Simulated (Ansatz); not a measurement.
**ZnS2 (Pa-3): the dielectric response by several routes**

Wanted: ε∞ of ZnS2 (Pa-3) from perturbation theory, a sum over states and the RPA step of G0W0, with cost.

Calculated with Ansatz 0.2.0; linear response on LDA, plane waves, PAW.

## 1. Set-up

It takes space group Pa-3 (No. 205, cubic). Conventional cell: a = 5.945 Å, b = 5.945 Å, c = 5.945 Å, α = 90.00°, β = 90.00°, γ = 90.00°. Nearest to Zn lie 6 S at 2.52 Å. Nearest to S lie 1 S at 2.06 Å and 3 Zn at 2.52 Å. Farther neighbours and most contacts between anions are not listed.

The cell and positions are those that the Materials Project relaxed with its own functionals (PBE, PBE+U or r2SCAN), kept fixed. The default PAW set here is soft_2. Its files were made with PBE.

## 2. Response to a homogeneous field

ε∞ sets how strongly the crystal screens. Perturbation theory gives it with local fields and without a sum over empty bands.

This step: dielectric response by perturbation theory, LDA, plane waves, PAW.

Input file input.yaml:

```yaml
crystal:
  lattice:
    - [5.94543046, 0.0, 0.0]
    - [0.0, 5.94543046, 0.0]
    - [0.0, 0.0, 5.94543046]
  atoms:
    - { symbol: Zn, position: [0.5, 0.5, 0.0] }
    - { symbol: Zn, position: [0.5, 0.0, 0.5] }
    - { symbol: Zn, position: [0.0, 0.5, 0.5] }
    - { symbol: Zn, position: [0.0, 0.0, 0.0] }
    - { symbol: S, position: [0.10024639, 0.89975361, 0.39975361] }
    - { symbol: S, position: [0.89975361, 0.39975361, 0.10024639] }
    - { symbol: S, position: [0.39975361, 0.10024639, 0.89975361] }
    - { symbol: S, position: [0.60024639, 0.60024639, 0.60024639] }
    - { symbol: S, position: [0.89975361, 0.10024639, 0.60024639] }
    - { symbol: S, position: [0.10024639, 0.60024639, 0.89975361] }
    - { symbol: S, position: [0.60024639, 0.89975361, 0.10024639] }
    - { symbol: S, position: [0.39975361, 0.39975361, 0.39975361] }
kpoints:
  mp_grid: { grid: [4, 4, 4] }
hamiltonian:
  xc: lda
scf:
  occupations: { method: fixed }
dielectric: {}
```

The run is started by

```bash
$ ansatz run input.yaml --threads 24 --pin off --max-ram 82944MiB --backend cuda --events-out ev --progress --plain --runs-dir out --devices 1 --max-vram 78GiB
```

Numbers of over 12 decimals in the logs are rounded to 6 here.

What it wrote:

```text
GPUs: using 1 of 1 available (devices: 1).
Engine: ansatz 0.2.0, aarch64-unknown-linux-gnu
Pseudopotentials: kind: paw
Pseudopotential: Zn, paw, valence charge 12, recommended cutoff 420 eV (normal), Zn.paw.azcp
Pseudopotential: S, paw, valence charge 6, recommended cutoff 420 eV (normal), S.paw.azcp
Functional definition: SPW92
  exchange = slater_x
  correlation = pw_c
[...]
Crystal: 12 atoms, lattice volume = 210.160 Å³
Basis set: ecut = 420 eV, 4067 PW (Γ), exchange–correlation on 80×80×80 points (8 copies of the dense FFT grid, shifted against one another)
Bands: 60, of which v1, the nominal top of the filled ones, is band 48 counted from 1 (47 counted from 0)
Symmetry: 24 space group operations
k-points: 27 of 64 (irreducible under 4 space group operations, time reversal used)
Non-local potential: Zn, projectors of the file, l = 0: 2, l = 1: 2, l = 2: 3, l = 3: 1
Non-local potential: S, projectors of the file, l = 0: 2, l = 1: 2, l = 2: 2
PAW form: soft (Blöchl's): semilocal exchange-correlation on the pseudo side does not see the compensation charge
PAW frozen core: Zn, regenerated for the run's functional, and the local potential with it (the file was generated under x = pbe(κ = 0.804, μ = 0.219515), c = pbe(β = 0.066725))
PAW frozen core: S, regenerated for the run's functional, and the local potential with it (the file was generated under x = pbe(κ = 0.804, μ = 0.219515), c = pbe(β = 0.066725))
PAW one-centre angular grid: Zn, 590 points (default); XC on 64 Gauss nodes
PAW one-centre angular grid: S, 110 points (default); XC on 64 Gauss nodes
Initial density: superposition of atomic densities (neutral atoms: chi_scale 0, normalization atom), corrected by the library's trained network
Initial wavefunctions: pseudopotential atomic-orbital guess
[...]
Functional: x = slater, c = lda
SCF iter   1: F=—  HF=-19946.439956 eV  |F-HF|=—  |Δ(HF+E_count)|=         —  Δρ=7.12e-3  dr2=9.22e-2  ethr=1.77e-3  ⟨swp⟩=4.4  Hψ=5928  notcnv=0  defer=205
preconditioner: auto → Resta (q_TF=auto, 2.394 Å⁻¹)  ε∞=7.1  [insulator: Δε(μ)=1.220 eV  Ē_g=10.188 eV  n_scr=56 (ndim 8)  ℏωp=25.1 eV  f_vac=0.000  ε∞_Penn≈7.1]
SCF iter   2: F=—  HF=-19946.418707 eV  |F-HF|=—  |Δ(HF+E_count)|=   2.12e-2  Δρ=3.55e-3  dr2=2.59e-2  ethr=9.60e-5  ⟨swp⟩=3.0  Hψ=3129  notcnv=0  defer=256
[...]
SCF iter   9: F=-19946.410886 eV  HF=-19946.410886 eV  |F-HF|=1.46e-11  |Δ(HF+E_count)|=  9.09e-11  Δρ=1.15e-7  dr2=3.11e-11  ethr=1.00e-12  ⟨swp⟩=12.9  Hψ=7590  notcnv=0
SCF 1 converged in 9 iterations: F = -19946.410886 eV  dr2 = 3.11e-11
  greatest PAW one-centre occupation: 0.989 electrons in one spin orbital (limit 2), on the Zn atom at site 0 (counted from 0), in its partial waves of l = 2
the response reads at least the filled bands of the reference SCF and the lowest empty band at each k-point, and that SCF's band table does not vouch for those bands. The notice of the band table in this run's record says why
[...]
DFPT response loops at Γ: preconditioner auto → Resta (q_TF=auto, 2.394 Å⁻¹)  ε∞=6.9 (no band partly filled); β = 1.00, the filter's whole step (`scf.mixing.beta` (0.50) is not read by the response loops at its default; to damp them type it under 1.00, their step now; it binds the ground state too); Broyden in place of MSR1
── the response to a field inside a basis, on 6×6×6 k-points: an SCF that follows is theirs, and a resumed run solves both again ──
[...]
Bands: 49, of which v1, the nominal top of the filled ones, is band 48 counted from 1 (47 counted from 0)
k-points: 11 of 216
[...]
Eigensolver: Dense (11 Hₖ)
SCF iter   1: F=—  HF=-19945.868368 eV  |F-HF|=—  |Δ(HF+E_count)|=         —  Δρ=8.07e-4  dr2=5.49e-4  ethr=1.00e-1
preconditioner: auto → Resta (q_TF=auto, 2.394 Å⁻¹)  ε∞=10.1  [insulator: Δε(μ)=1.456 eV  Ē_g=8.304 eV  n_scr=56 (ndim 8)  ℏωp=25.1 eV  f_vac=0.000  ε∞_Penn≈10.1]
SCF iter   2: F=—  HF=-19945.867970 eV  |F-HF|=—  |Δ(HF+E_count)|=   3.98e-4  Δρ=4.82e-4  dr2=2.94e-4  ethr=5.72e-7
SCF iter   3: F=—  HF=-19945.867925 eV  |F-HF|=—  |Δ(HF+E_count)|=   4.46e-5  Δρ=2.26e-4  dr2=6.48e-5  ethr=3.06e-7
SCF iter   4: F=—  HF=-19945.867917 eV  |F-HF|=—  |Δ(HF+E_count)|=   8.36e-6  Δρ=2.81e-5  dr2=2.26e-6  ethr=6.75e-8
SCF iter   5: F=—  HF=-19945.867917 eV  |F-HF|=—  |Δ(HF+E_count)|=   7.13e-8  Δρ=1.02e-5  dr2=1.59e-7  ethr=2.35e-9
SCF iter   6: F=-19945.867917 eV  HF=-19945.867917 eV  |F-HF|=1.35e-9  |Δ(HF+E_count)|=   7.18e-9  Δρ=1.41e-6  dr2=3.03e-9  ethr=1.66e-10
SCF 1 converged in 6 iterations: F = -19945.867917 eV  dr2 = 3.03e-9
  greatest PAW one-centre occupation: 0.988 electrons in one spin orbital (limit 2), on the Zn atom at site 2 (counted from 0), in its partial waves of l = 2
[...]
DFPT response loops at Γ: preconditioner auto → Resta (q_TF=auto, 2.394 Å⁻¹)  ε∞=6.4 (no band partly filled); β = 1.00, the filter's whole step (`scf.mixing.beta` (0.50) is not read by the response loops at its default; to damp them type it under 1.00, their step now; it binds the ground state too); Broyden in place of MSR1
SCF converged after 9 iterations
Free energy (F): -19946.410886 eV
Harris-Foulkes:  -19946.410886 eV  (|F-HF|=1.46e-11)
Internal energy: -19946.410886 eV  (E = F + TS)
E sigma→0 (E₀):  -19946.410886 eV
Fermi energy:    7.927957 eV
--- Per-component energies (eV) ---
  E_band       = 116.141306
  E_kinetic    = 1383.110824
  E_local      = -8191.433115  (includes V_loc(G=0)·N_el)
  E_nonlocal   = 2712.347120
  E_hartree    = 3388.563242
  E_xc         = -1309.658085
  E_vxc        = -913.255638  (∫ρ·V_xc dr)
  E_paw        = -11584.273323  (= ΣΔE_a)
  E_vpaw       = -1651.753415  (= ΣTr[D̂ρ^β])
  E_aug_tail   = -0.001438  (compensation charges beyond the density's cutoff)
  E_ewald      = -6352.520257
  E_core_change = 7.454146  (= ΣΔE_core)
  E_smearing   = -0.000000  (= −TS)
  E_closure    = 0.000000  (closes the sum)
  Σ components = -19946.410886   (vs F -19946.410886, Δ=0.00e0)
--- Band table (eV; the first three rows and the last of 27) ---
  k-point 0: bands = [... 44 lower, 7.2062, 7.2062, 7.9280, 7.9280, 9.5668, 10.0733, 10.7017, 10.7017, ... 8 higher]
  k-point 1: bands = [... 44 lower, 6.9432, 7.0008, 7.4119, 7.8815, 9.5565, 9.7940, 10.2682, 10.3632, ... 8 higher]
  k-point 2: bands = [... 44 lower, 6.0957, 6.0957, 7.7060, 7.7060, 9.7385, 9.7385, 9.7946, 9.7946, ... 8 higher]
  k-point 26: bands = [... 44 lower, 5.5633, 5.5633, 5.5633, 5.5633, 9.7639, 9.7639, 9.7639, 9.7639, ... 8 higher]
--- Dielectric response (ions clamped): 3 representative field directions + reference, inside a basis on a mesh of 216 k-points (Σ response iterations 15) ---
  ε∞ (high-frequency dielectric tensor):
        9.225231    -0.000000     0.000000
       -0.000000     9.225231     0.000000
        0.000000     0.000000     9.225231
  Born effective charges Z* (e; rows j = field, columns β = displacement):
    site 0:
         2.78860   -0.13269    0.21641
         0.21641    2.78860    0.13269
        -0.13269   -0.21641    2.78860
    site 1:
         2.78860    0.13269    0.21641
        -0.21641    2.78860   -0.13269
        -0.13269    0.21641    2.78860
    site 2:
         2.78860   -0.13269   -0.21641
         0.21641    2.78860   -0.13269
         0.13269    0.21641    2.78860
    site 3:
         2.78860    0.13269   -0.21641
        -0.21641    2.78860    0.13269
         0.13269   -0.21641    2.78860
    site 4:
        -1.39430   -0.29584   -0.30501
        -0.30501   -1.39430    0.29584
        -0.29584    0.30501   -1.39430
    site 5:
        -1.39430    0.29584   -0.30501
         0.30501   -1.39430   -0.29584
        -0.29584   -0.30501   -1.39430
    site 6:
        -1.39430   -0.29584    0.30501
        -0.30501   -1.39430   -0.29584
         0.29584   -0.30501   -1.39430
    site 7:
        -1.39430    0.29584    0.30501
         0.30501   -1.39430    0.29584
         0.29584    0.30501   -1.39430
    site 8:
        -1.39430   -0.29584   -0.30501
        -0.30501   -1.39430    0.29584
        -0.29584    0.30501   -1.39430
    site 9:
        -1.39430    0.29584   -0.30501
         0.30501   -1.39430   -0.29584
        -0.29584   -0.30501   -1.39430
    site 10:
        -1.39430   -0.29584    0.30501
        -0.30501   -1.39430   -0.29584
         0.29584   -0.30501   -1.39430
    site 11:
        -1.39430    0.29584    0.30501
         0.30501   -1.39430    0.29584
         0.29584    0.30501   -1.39430
  Z* charge neutrality: 1.141e-2 e pre-enforcement
  solved inside a basis spanned on kpoints, on 6×6×6 k-points, its susceptibility summed on 8×8×8: ε∞ is read to err by 6.6e-2, Z* by 1.8e-2 e (field_mesh: kpoints solves on kpoints); Z* is corrected for what the basis lacks
```

Run time: 5.7 s. Hardware: 1 × NVIDIA GB200 (shared by 2 runs) with 24 threads of Arm Neoverse V2, shared host; peak memory 2.3 GiB.

Reading the cycles: dr2 is the Hartree energy of the density residual (eV), the measure of convergence; HF is the Harris–Foulkes estimate of the energy, which meets the free energy F at convergence.

Numbers from this step:

```
stated error of ε∞ : 0.066
```

One over ε∞ averages 0.11, well under the quarter of exact exchange in PBE0, which by this rule of thumb may open the gap too far.

High-frequency dielectric tensor:

```
9.23 0.00 0.00
0.00 9.23 0.00
0.00 0.00 9.23
```

Born effective charge (e), principal values of the symmetric part by kind of site:

```
atom  atoms with these values    low  middle   high   mean
 Zn1                        4   2.70    2.83   2.83   2.79
  S5                        8  -1.69   -1.69  -0.79  -1.39
```

In full for S5:

```
-1.39 -0.30 -0.31
-0.31 -1.39  0.30
-0.30  0.31 -1.39
```

## 3. Independent-particle spectrum

The independent-particle spectrum shows where the oscillator strength lies, before excitons and local fields.

This step: independent-particle optics on LDA, plane waves, PAW.

Changes to input.yaml since step 2:

```diff
@@ -24,2 +24,4 @@
   occupations: { method: fixed }
-dielectric: {}
+  n_extra_bands: 144
+output:
+  optics: { e_range: [0, 25], de: 0.1, sigma: 0.2 }
```

What it wrote:

```text
[...]
GPUs: using 1 of 1 available (devices: 1).
[...]
Crystal: 12 atoms, lattice volume = 210.160 Å³
Basis set: ecut = 420 eV, 4067 PW (Γ)
Bands: 192, of which v1, the nominal top of the filled ones, is band 48 counted from 1 (47 counted from 0)
Symmetry: 24 space group operations
[...]
k-points: 11 of 64
[...]
SCF iter   1: F=—  HF=-19946.440820 eV  |F-HF|=—  |Δ(HF+E_count)|=         —  Δρ=7.18e-3  dr2=9.33e-2  ethr=1.77e-3  ⟨swp⟩=4.2  Hψ=7653  notcnv=0  defer=1536
[...]
SCF iter   9: F=-19946.410880 eV  HF=-19946.410880 eV  |F-HF|=7.28e-12  |Δ(HF+E_count)|=  8.00e-11  Δρ=2.69e-8  dr2=1.09e-12  ethr=1.00e-12  ⟨swp⟩=13.6  Hψ=15803  notcnv=0
SCF 1 converged in 9 iterations: F = -19946.410880 eV  dr2 = 1.09e-12
[...]
Optics k sum: 0 of 11 k-points
Optics k sum: 1 of 11 k-points
[...]
Optics k sum: 3 of 11 k-points
[...]
SCF converged after 9 iterations
[...]
k-point 2: bands = [... 44 lower, 6.0957, 6.0957, 7.7060, 7.7060, 9.7385, 9.7385, 9.7946, 9.7946, ... 13 higher]
  k-point 10: bands = [... 44 lower, 5.5633, 5.5633, 5.5633, 5.5633, 9.7639, 9.7639, 9.7639, 9.7639, ... 13 higher]
```

Wall time 4.9 s (1 × NVIDIA GB200 (shared by 2 runs) with 24 threads); peak memory 3 GiB; 41 s of CPU time.

Numbers from this step:

| Property | Result |
| --- | --- |
| ε∞ without local fields (xx, yy, zz) | 9.889, 9.889, 9.889 |
| electrons in the f-sum (xx, yy, zz) | 57.45, 57.45, 57.45 |
| bands in the explicit sum (the static value is completed to all bands) | 192 |

The sum gives ε∞ = 9.89 without local fields.

The ε₂, xx=yy=zz has structure finer than the step of the table below, so its rows give means over 1 eV, whole bins alone (the curve runs from 0 to 25 eV). Peaks (eV: height): 5.0: 13.5, 6.4: 11.5.

Independent particles, no local fields, Gaussian width 0.2 eV. The ε₂, xx=yy=zz by photon energy; means over each step:

photon energy (eV), ε₂, xx=yy=zz and a bar:
```
        1        0.0 
        2        3.1 ########
        3        6.5 #################
        4        9.3 ########################
        5       11.6 ##############################
        6       10.6 ###########################
        7        9.9 ##########################
        8        6.4 #################
        9        5.0 #############
       10        3.0 ########
       11        2.0 #####
       12        1.7 ####
       13        1.4 ####
       14        1.0 ###
       15        0.8 ##
       16        0.6 ##
       17        0.5 #
       18        0.4 #
       19        0.3 #
       20        0.3 #
       21        0.2 #
       22        0.2 #
       23        0.2 
       24        0.1
```

Independent particles, no local fields, Gaussian width 0.2 eV. Loss function, xx=yy=zz against photon energy; read off at these points:

```
photon energy (eV)  loss function, xx=yy=zz
               1.0                        0
               2.0                   0.0158
               3.0                   0.0290
               4.0                   0.0584
               5.0                   0.0637
               6.0                   0.0841
               7.0                   0.0957
               8.0                    0.123
               9.0                    0.145
              10.0                    0.183
              11.0                    0.262
              12.0                    0.345
              13.0                    0.383
              14.0                    0.458
              15.0                    0.634
              16.0                    0.894
              17.0                     1.28
              18.0                     1.83
              19.0                     2.64
              20.0                     3.26
              20.5                     3.79
              21.0                     3.43
              22.0                     2.69
              23.0                     1.69
              24.0                     1.07
              25.0                    0.810
```

Independent particles, no local fields, Gaussian width 0.2 eV. ε₁, xx=yy=zz against photon energy:

```
photon energy (eV)  ε₁, xx=yy=zz
               0.0          9.85
               0.5         10.00
               1.0          10.5
               1.5          12.0
               2.0          14.2
               2.5          11.3
               3.0          12.8
               3.5          10.4
               4.0          8.53
               4.5          8.23
               5.0          5.45
               5.5          2.52
               6.0          3.21
               6.5         0.758
               7.0         -2.02
               7.5         -2.59
               8.0         -3.26
               8.5         -2.23
               9.0         -2.91
               9.5         -3.26
              10.0         -2.71
              10.5         -2.53
              11.0         -1.91
              11.5         -1.56
              12.0         -1.42
              12.5         -1.37
              13.0         -1.30
              13.5         -1.22
              14.0         -1.09
              14.5        -0.869
              15.0        -0.788
              15.5        -0.704
              16.0        -0.559
              16.5        -0.434
              17.0        -0.369
              17.5        -0.314
              18.0        -0.241
              18.5        -0.146
              19.0        -0.107
              19.5       -0.0285
              20.0        0.0110
              20.5        0.0501
              21.0         0.106
              21.5         0.137
              22.0         0.185
              22.5         0.228
              23.0         0.267
              23.5         0.303
              24.0         0.343
              24.5         0.373
              25.0         0.391
```

[end of part 1 of 2]

[Paths, hosts, dates, memory and timing lines, banners, echoed tables and standing remarks are left out of the program output.]

[Logs are printed without paths, hosts, clocks, repeated set-up lines and the standing remarks that a program may print on its own settings, such as how far it seeks lower states.]

[Runs of the session that timed out or met a known fault of the program may be left out.]

[Cells called generated may have been cut or substituted from an entry of the Crystallography Open Database or the Materials Project.]

[Hosts, paths, dates, database ids (printed as entryN), source tags and the programs' standing remarks are cut or masked in the printed files.]
